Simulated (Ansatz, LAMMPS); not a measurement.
# Amorphous carbon (500 atoms): support functions against a reference, part 2 of 2

Aim: test how closely localised support functions follow the reference on amorphous carbon (500 atoms), and at what cost. A setting counts as converged where the r.m.s. difference of forces stays under 1 % of the r.m.s. force.

Ansatz 0.2.0; Kohn-Sham DFT, PBE, PAW (set soft_2), plane waves.

The cell: 500 C. The quench rate of 100 K/ps is many orders above laboratory rates. The starting topology of bonds comes from the classical model. The Brillouin zone is sampled at Γ only, in a cell whose shortest periodic width is 15 Å.

So far. Step 3 (Plane-wave single point): Intrinsic-atomic-orbital charges run from -0.10 to +0.12 e. Within 0.4 eV of the Fermi level the largest share is C p (93 % of the projected weight).

## 4. Local order

Bonds and neighbours are counted at the geometry of the runs.

Density 2.92 g/cm³, 6.833 Å³ an atom.

Pair distribution function in bins of 0.2 Å:

| r (Å) | total |
| --- | --- |
| 1.30 | 0.11 |
| 1.50 | 3.69 |
| 1.70 | 0.17 |
| 1.90 | 0.00 |
| 2.10 | 0.09 |
| 2.30 | 0.66 |
| 2.50 | 2.19 |
| 2.70 | 1.37 |
| 2.90 | 1.02 |
| 3.10 | 0.97 |
| 3.30 | 0.95 |
| 3.50 | 0.91 |
| 3.70 | 1.10 |
| 3.90 | 1.02 |
| 4.10 | 0.82 |
| 4.30 | 0.86 |
| 4.50 | 1.00 |
| 4.70 | 1.00 |
| 4.90 | 1.06 |
| 5.10 | 1.06 |
| 5.30 | 1.02 |
| 5.50 | 1.05 |
| 5.70 | 1.02 |
| 5.90 | 1.00 |
| 6.10 | 0.99 |
| 6.30 | 0.99 |
| 6.50 | 0.96 |
| 6.70 | 0.95 |

Bonds by pair of elements; cutoffs follow the first minimum of g(r), held within bounds set by covalent radii, and pairs that aren't listed don't count as bonded:

```
pair A-B  cutoff (Å)  bonds  mean length (Å)  spread (Å)  shortest (Å)  B about A  A about B
     C-C        1.85    815             1.50       0.058          1.36       3.26       3.26
```

How many atoms have how many bonded neighbours:

| element | mean | 3 | 4 |
| --- | --- | --- | --- |
| C | 3.26 | 370 | 130 |

Bond angles, per cent of each kind in bins of 5°:

| angle (°) | C-C-C |
| --- | --- |
| 80–85 | 0.1 |
| 85–90 | 0.5 |
| 90–95 | 1.6 |
| 95–100 | 3.6 |
| 100–105 | 6.5 |
| 105–110 | 10.3 |
| 110–115 | 19.2 |
| 115–120 | 30.6 |
| 120–125 | 23.3 |
| 125–130 | 3.7 |
| 130–135 | 0.4 |
| 135–140 | 0.1 |
| 140–145 | 0.1 |

Bond angles (no mean is given where the spread exceeds 20°):

| angle | count | mean (°) | spread (°) |
| --- | --- | --- | --- |
| C-C-C | 1890 | 115 | 7.9 |

Bond length by coordination (bonds to H left out):

```csv
element,coordination,atoms,mean bond length (Å)
C,3,370,1.48
C,4,130,1.53
```

Rings of the network by King's shortest-path rule, up to 12 atoms, one path for each pair of neighbours; H, halogens, alkali and alkaline-earth atoms are left out, and the last column divides by all other atoms, bonded or not:

| ring size (atoms) | rings | per network atom |
| --- | --- | --- |
| 5 | 12 | 0.024 |
| 6 | 89 | 0.178 |
| 7 | 93 | 0.186 |
| 8 | 122 | 0.244 |
| 9 | 122 | 0.244 |
| 10 | 55 | 0.11 |
| 11 | 3 | 0.006 |
| 12 | 1 | 0.002 |

With the cutoffs above, 74 % of C atoms have 3 bonded neighbours. The C-C-C angle averages 115° with a spread of 8°. Read as hybridisation, 26 % of the carbon is sp3 and 74 % sp2. Bonds at C atoms with 3 neighbours average 1.48 Å, against 1.53 Å at those with 4. Rings of 8 and 9 atoms are the most common (25 % each of those counted); sizes run from 5 to 12, where the search stops.

The surroundings of C99, picked at random, nearest first, numbered as they follow in the input and with coordinates relative to it.

| atom | x | y | z | distance (Å) | bonds | intrinsic-atomic-orbital charge (e) | Fx | Fy | Fz (eV/Å) |
| --- | --- | --- | --- | --- | --- | --- | --- | --- | --- |
| C99 | 0.00 | 0.00 | 0.00 | 0.00 | 3 | -0.03 | -1.70 | 1.07 | -2.17 |
| C357 | -0.74 | 0.47 | -1.18 | 1.47 | 3 | 0.01 | 1.80 | -0.99 | 2.07 |
| C29 | 0.79 | -1.27 | -0.09 | 1.50 | 4 | 0.01 | -1.56 | 0.50 | 0.72 |
| C139 | 0.37 | 0.98 | 1.20 | 1.59 | 4 | 0.03 | -0.63 | -1.15 | -0.31 |
| C203 | 2.23 | -0.76 | -0.37 | 2.39 | 4 | 0.03 | 0.27 | 0.11 | -0.84 |
| C117 | 1.81 | 1.29 | 0.93 | 2.41 | 3 | -0.06 | 2.56 | 0.38 | -0.96 |
| C68 | 0.75 | -1.93 | 1.30 | 2.45 | 3 | -0.06 | 0.85 | 0.22 | 0.15 |
| C265 | -0.31 | 2.26 | 1.11 | 2.54 | 3 | 0.02 | -2.46 | 2.56 | -2.28 |
| C224 | -1.25 | -0.47 | -2.17 | 2.55 | 3 | -0.01 | -1.72 | -0.25 | 0.91 |
| C182 | -1.45 | 1.79 | -1.16 | 2.58 | 4 | 0.02 | 0.79 | -0.06 | 0.11 |
| C195 | 0.21 | 0.39 | 2.56 | 2.60 | 3 | -0.05 | 0.57 | -1.34 | 1.51 |

The column of bonds counts only the pairs C-C within 1.85 Å; other neighbours, such as metal atoms beside each other in a compound, aren't counted, and periodic images can show an atom twice.

## 5. Support functions medium

The cell is solved in localised support functions. The level medium gives here a grid of 72×72×72 points and a radius of 3.10 Å.

This step: Kohn-Sham DFT, PBE, PAW (set soft_2), localised support functions (medium) (Ansatz 0.2.0).

Contents of input.yaml:

```yaml
crystal:
  lattice:
    - [15.061, 0.0, 0.0]
    - [0.0, 15.061, 0.0]
    - [0.0, 0.0, 15.061]
  atoms:
    [... the 500 atom lines of step 3 ...]
kpoints:
  mp_grid: { grid: [1, 1, 1] }
hamiltonian:
  xc: pbe
scf:
  occupations: { method: gaussian, width: 0.05 }
  eigensolver: { kind: { support_functions: { accuracy: medium } } }
  mixing: { beta: 0.4 }
  max_iter: 150
output:
  forces: true
  eigenvalues: true
```

Run with:

```bash
$ ansatz run input.yaml --threads 8 --pin off --max-ram 15872MiB --backend cpu --events-out ev --progress --plain --runs-dir out
```

Numbers of over 12 decimals in the logs are rounded to 6 here.

What it wrote:

```text
Warning: scf.eigensolver.kind.support_functions: disabling space-group detection — the functions' gradient is summed over unrotated k-points, so no spatial operation reduces the k-mesh or symmetrises the density; time reversal is kept, so that k and −k are solved as one point where they differ and the mesh holds both, and exact exchange and, on two spinor components, a DFT+U term hold to it where the run has them: [...]
settings of this run that can trade accuracy for cost: scf.eigensolver.kind.support_functions [...]
[...]
Crystal: 500 atoms, lattice volume = 3416.343 Å³
Basis set: ecut = 420 eV, 66875 PW (Γ), exchange–correlation on 216×216×216 points (8 copies of the dense FFT grid, shifted against one another)
Bands: 1200, of which v1, the nominal top of the filled ones, is band 1000 counted from 1 (999 counted from 0)
Symmetry: 1 space group operations
k-points: 1
[...]
Eigensolver: Support functions (medium, 72×72×72 points, laid for a spacing of at most 0.228497 Å, radius 3.101144 Å, 1 species' potentials softened for the grid, 1 wholly corrected for its errors in the mean over positions, 1 with the egg-box correction, energy correction by stochastic trace)
[...]
SCF iter   1: F=—  HF=-124972.671200 eV  |F-HF|=—  |Δ(HF+E_count)|=         —  Δρ=1.14e-1  dr2=4.19e2  ethr=1.00e-1
[...]
SCF iter  11: F=—  HF=-124975.135267 eV  |F-HF|=—  |Δ(HF+E_count)|=   7.91e-3  Δρ=3.36e-5  dr2=2.87e-5  ethr=5.85e-9  κ⁻¹=8.6e-7(r=7)
SCF iter  12: F=-124975.141604 eV  HF=-124975.141601 eV  |F-HF|=3.06e-6  |Δ(HF+E_count)|=   6.33e-3  Δρ=1.25e-5  dr2=5.08e-6  ethr=1.44e-9
SCF 1 converged in 12 iterations: F = -124975.226525 eV  dr2 = 5.08e-6
[...]
SCF converged after 12 iterations
Stability not checked: this state was not tested for a lower state beside it, because the mixer in use, unlike msr1, does not test its closes by its own steps (another_mixer; see scf.mixing.algorithm and scf.lower_state_search)
Free energy (F): -124975.226525 eV
[...]
Internal energy: -124975.080055 eV  (E = F + TS)
E sigma→0 (E₀):  -124975.153290 eV
Entropy (-TS):   -0.146470 eV (-0.293 meV/atom)
Fermi energy:    10.749720 eV
[...]
Σ components = -124975.226525   (vs F -124975.226525, Δ=0.00e0)
--- Forces (eV/Å), atoms counted from 1 ---
  atom   1  C      1.63728502     0.21886181    -3.01131845
  atom   2  C      1.45421619    -1.63108613     0.13672468
  atom   3  C      1.51307926    -0.39216159    -1.97160321
  atom   4  C     -0.07278796     0.89764025    -0.64393091
[...]
atom 500  C      0.02048386     1.14019944    -0.84194638
  max |Σ_I F_I| component: 6.10e-3 eV/Å
--- Band table (eV) ---
[...]
```

It took 4.8 min on 8 threads of AMD EPYC 7R43, shared host; peak memory 8.7 GiB; 37 min of CPU time.

The program notes that the band table was not solved further than the SCF left it and it switched symmetry off.

Keys that differ from the reference: support_functions.accuracy = "medium", scf.max_iter = 150 and scf.mixing.beta = 0.4.

Forces differ from the reference by 1.0 meV/Å r.m.s., 0.081 % of their size, well within a tolerance of 1 %; the energy by -3.6 meV/atom.

## 6. All settings compared

Each row is set against the plane-wave reference (Kohn-Sham DFT, PBE, PAW (set soft_2), plane waves; r.m.s. force component 1.25 eV/Å). Energies are set beside the reference only for runs with its functional, potentials and electron count. Times are for 8 threads of AMD EPYC 7R43, shared host. The reference's time includes the DOS, the stress and grids, which some other runs skip.

```csv
run,"Δ force, r.m.s. (meV/Å)",share of r.m.s. force (%),Δ energy (meV/atom),cycles,time,host memory (GiB)
reference,-,-,-,11,3.9 min,8.8
support functions medium,1.01,0.0814,-3.60,12,4.8 min,8.7
```

## 7. What came out

* free energy per atom: -249.9469 eV/atom
* pressure: 1.062 GPa
* r.m.s. force component: 1.245 eV/Å
* wall time of the 2 DFT runs: 8.7 min

In words: Against plane waves at 420 eV, the forces differ by 1.0 meV/Å (0.081 %) with support functions medium. At 500 atoms the run with support functions medium takes roughly 1.3 times the time of plane waves (whose run also made extra analyses, so the like-for-like ratio is larger), in 12 SCF cycles against 11. Differences between support functions and plane waves include what basis error the plane-wave run still has.

7 levels are partly filled, by over 2 % (at Γ alone): no clear gap opens at this level. Levels of broken or missing bonds inside a gap of the host would look the same. With the cutoffs above, 74 % of C atoms have 3 bonded neighbours. Read as hybridisation, 26 % of the carbon is sp3 and 74 % sp2.

Caveats: The geometry was minimised with a classical potential after classical dynamics and isn't relaxed at this level: its force components are 1.2 eV/Å r.m.s. The stress is far from hydrostatic: its diagonal is 4.7, 2.7, -4.2 GPa, compression counted positive.

[Logs are printed without paths, hosts, clocks, repeated set-up lines and the standing remarks that a program may print on its own settings, such as how far it seeks lower states.]

[Hosts, paths, dates, database ids (printed as entryN), source tags and the programs' standing remarks are cut or masked in the printed files.]
